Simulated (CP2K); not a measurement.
Consider 5-chloropyrimidine at its PBE geometry (Å).

```xyz
10

Cl    2.7790    0.3006    0.1955
C     1.0586    0.1143    0.0729
C     0.4724   -1.1528    0.0200
N    -0.8574   -1.2999   -0.0678
C    -1.5819   -0.1709   -0.1044
N    -1.1186    1.0881   -0.0659
C     0.2133    1.2267    0.0225
H     1.0826   -2.0582    0.0487
H    -2.6653   -0.2888   -0.1752
H     0.6173    2.2409    0.0537
```

Method: CP2K XAS_TDP, all-electron GAPW, PBEh(45%), aug-pc-1, TDA, no relativity.

Predict the bright core excitations at the C K edge.

Leading lines: C2 282.52 eV, C3 281.30 eV and C5 281.79 eV. The leading line of an atom is its first one with 35 % of the strongest within 2.5 eV of its lowest line over the strength cut. 

The first six lines of each atom with a strength over 0.0015:

```csv
atom,energy (eV),states,"strength, one atom"
C2 (bonded to 2 C and Cl),282.52,1,0.0556
,283.91,1,0.0530
,287.52,1,0.0024
,288.96,1,0.0070
,289.15,1,0.0033
,289.24,1,0.0024
"C3 (bonded to C, N and H), 2 alike",281.30,1,0.0607
,285.56,1,0.0153
,286.85,1,0.0044
,287.80,1,0.0026
,288.05,1,0.0086
,288.36,1,0.0051
C5 (bonded to 2 N and H),281.79,1,0.0648
,286.20,1,0.0124
,287.04,1,0.0046
,288.12,1,0.0016
,288.32,1,0.0087
,288.58,1,0.0100
```

Lines are vertical, at one geometry, with no vibrational structure. Without a correction of the core level, line positions, and the gaps between valence and Rydberg lines, follow the share of exact exchange. At this level such K lines come out 3 to 6 eV under measured ones. These values hold no scalar relativity, about 0.1 eV for C 1s. Rydberg lines, and the discretised continuum above threshold, depend on the basis and the box.

[Banner, clock and machine lines of the logs are left out without a mark of their own.]

[Logs are printed without paths, hosts, clocks, repeated set-up lines and the standing remarks that a program may print on its own settings, such as how far it seeks lower states.]

[Hosts, paths, dates, database ids (printed as entryN), source tags and the programs' standing remarks are cut or masked in the printed files.]
